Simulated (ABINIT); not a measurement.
# A GW run on BaH2 (P6_3/mmc) in ABINIT, with inputs changed

What do changed inputs do to GW on BaH2 (P6_3/mmc)?

Calculated with ABINIT 10.8.3; PBEsol and many-body steps on it, plane waves.

This is a report of a sequence of runs, with most program output left out.

## (1) The starting structure

Symmetry: P6_3/mmc, No. 194, hexagonal system. Conventional cell: a = 4.462 Å, b = 4.462 Å, c = 6.055 Å, α = 90.00°, β = 90.00°, γ = 120.00°. Ba has 11 H at 2.58 to 3.03 Å nearest. Nearest to H lie 5 Ba at 2.58 to 3.03 Å and 6 H at 2.99 Å. Nearest to H lie 6 Ba at 2.99 Å and 8 H at 2.99 to 3.03 Å. Farther neighbours are not listed.

The cell and positions are those that the Materials Project relaxed with its own functionals (PBE, PBE+U or r2SCAN), kept fixed. Spin-orbit coupling is left out unless a step names it.

## (2) Screening, 3×3×2 mesh, 323 bands, screening to 190.5 eV

This step: ABINIT 10.8.3; RPA screening on PBEsol, plane waves, norm-conserving pseudopotentials.

The RPA dielectric matrix is built and inverted for each q.

The input, run.abi:

```
acell 3*1.0 Angstrom
rprim 
  4.462025052349 0.000000000014 0.000000000000
  -2.231012526186 3.864227047650 0.000000000000
  0.000000000000 0.000000000000 6.055292590000
ntypat 2
znucl 56 1
natom 6
typat 1 1 2 2 2 2
xred 
  0.666666666667 0.333333333333 0.750000000000
  0.333333333333 0.666666666667 0.250000000000
  0.333333333333 0.666666666667 0.750000000000
  0.666666666667 0.333333333333 0.250000000000
  -0.000000000000 -0.000000000000 0.500000000000
  -0.000000000000 -0.000000000000 0.000000000000
pp_dirpath "pseudos"
pseudos "Ba.upf, H.upf"
ecut 32
ngkpt 3 3 2
nshiftk 1
shiftk 0 0 0
kptopt 1
chksymbreak 0
istwfk *1
occopt 1
irdwfk 1
optdriver 3
nband 323
ecuteps 7
inclvkb 2
awtr 1
symchi 1
indata_prefix "in"
outdata_prefix "out"
tmpdata_prefix "tmp"
```

Launch:

```
$ OMP_NUM_THREADS=1 mpirun -n 8 abinit run.abi > log
```

Elapsed: 46 s, on 8 MPI ranks of Intel Xeon Platinum 8488C (Sapphire Rapids), shared host; peak memory 3.2 GiB; 6.1 min of CPU time.

This step gave:

```yaml
eps_infinity_with_local_fields_on_this_mesh_along_the_program_s_q_direction: 5.842
the_same_without_local_fields: 6.505
plasma_frequency: 17.80 eV
plane_waves_in_the_screening_matrix: 601
```

Local fields lower ε∞ by 10 %. On a Γ-centred mesh this coarse the value itself is usually too large, while a short band sum pulls it down.

## (3) Base

The self-energy is evaluated for the states that the input lists, and the levels follow from it, in one-shot runs by the linearised quasiparticle equation.

This step: G0W0 on PBEsol, plane waves, norm-conserving pseudopotentials.

run.abi, as its differences from that of step 2:

```diff
@@ -27,8 +27,17 @@
 irdwfk 1
-optdriver 3
+optdriver 4
 nband 323
+gwcalctyp 0
+ecutsigx 32
+symsigma 1
+nkptgw 2
+kptgw 
+  0.0000000000 0.0000000000 0.0000000000
+  0.3333333333 0.3333333333 0.5000000000
+bdgw 
+  11 14
+  11 14
 ecuteps 7
-inclvkb 2
-awtr 1
-symchi 1
+irdscr 1
+ppmodel 1
 indata_prefix "in"
```

It took 34 s on 8 MPI ranks; peak memory 3.6 GiB; 4.6 min of CPU time.

Numbers from this step:

```yaml
g0w0_gap_on_the_points_computed: 3.054 eV
starting_gap_on_the_mesh: 1.473 eV
k_of_the_valence_top: 0, 0, 0
k_of_the_conduction_bottom: 0.3333, 0.3333, 0.5
z_at_the_valence_top: 0.774
z_at_the_conduction_bottom: 0.813
least_direct_g0w0_gap_on_the_computed_points: 4.349 eV
```

The gap on the mesh goes from 1.47 eV to 3.05 eV, a correction of +1.58 eV.

## (4) Coulomb singularity

run.abi, as its differences from that of step 3:

```diff
@@ -42,2 +42,3 @@
 ppmodel 1
+gw_icutcoul 7
 indata_prefix "in"
```

The job ended after 35 s (8 MPI ranks; peak memory 3.6 GiB; 4.6 min of CPU time).

This step gave:

```yaml
g0w0_gap_on_the_points_computed: 3.065 eV
starting_gap_on_the_mesh: 1.473 eV
k_of_the_valence_top: 0, 0, 0
k_of_the_conduction_bottom: 0.3333, 0.3333, 0.5
z_at_the_valence_top: 0.772
z_at_the_conduction_bottom: 0.811
least_direct_g0w0_gap_on_the_computed_points: 4.359 eV
```

Against G0W0 in ABINIT (3×3×2 mesh, 323 bands, screening to 190.5 eV, Godby-Needs plasmon pole), the gap moves by +0.011 eV.

## (5) The runs together

Times are wall times on 8 MPI ranks of Intel Xeon Platinum 8488C (Sapphire Rapids), shared host, good to a factor of about two. A run's time includes the screening step that it read.

```
                run   mesh  bands  screening cutoff (eV)  DFT gap (eV)  gap on the mesh (eV)  direct (eV)  ε∞ used  time
               base  3×3×2    323                  190.5         1.473                 3.054        4.349     5.84  80 s
Coulomb singularity  3×3×2    323                  190.5         1.473                 3.065        4.359     5.84  81 s
```

## (6) Results

```yaml
base: 3.054 eV
coulomb_singularity: 3.065 eV
known_limits: not at the basis limit; no spin-orbit coupling; coarse k mesh
```

**Reading.** Coulomb singularity: +0.011 eV against base (keys changed: gw_icutcoul). Bands and cutoff are finite, so the gap is not at the basis limit. The miss can reach some tenths of an eV and take either sign; the mesh is an error of its own. In the G0W0 runs levels were corrected at 2 k points alone, so a gap called «on the mesh» is the least over those, and an edge elsewhere would be missed. The 3×3×2 mesh is coarse for this cell, which bears on the long-range parts of exchange and screening. The many-body steps are scalar-relativistic: spin-orbit coupling is not in them.

[Paths, hosts, dates, memory and timing lines, banners, echoed tables and standing remarks are left out of the program output.]

[Logs are printed without paths, hosts, clocks, repeated set-up lines and the standing remarks that a program may print on its own settings, such as how far it seeks lower states.]

[Runs of the session that timed out or met a known fault of the program may be left out.]

[Hosts, paths, dates, database ids (printed as entryN), source tags and the programs' standing remarks are cut or masked in the printed files.]

[G0W0 gaps are taken among the corrected bands and points alone; a level outside them can change the order at an edge.]

[Where Ansatz stands beside ABINIT at settings called matched, ABINIT's density can come from a denser mesh and the files from another edition; pairs whose starting gaps differed by over 0.03 eV were left out, so agreement reads better than it is.]
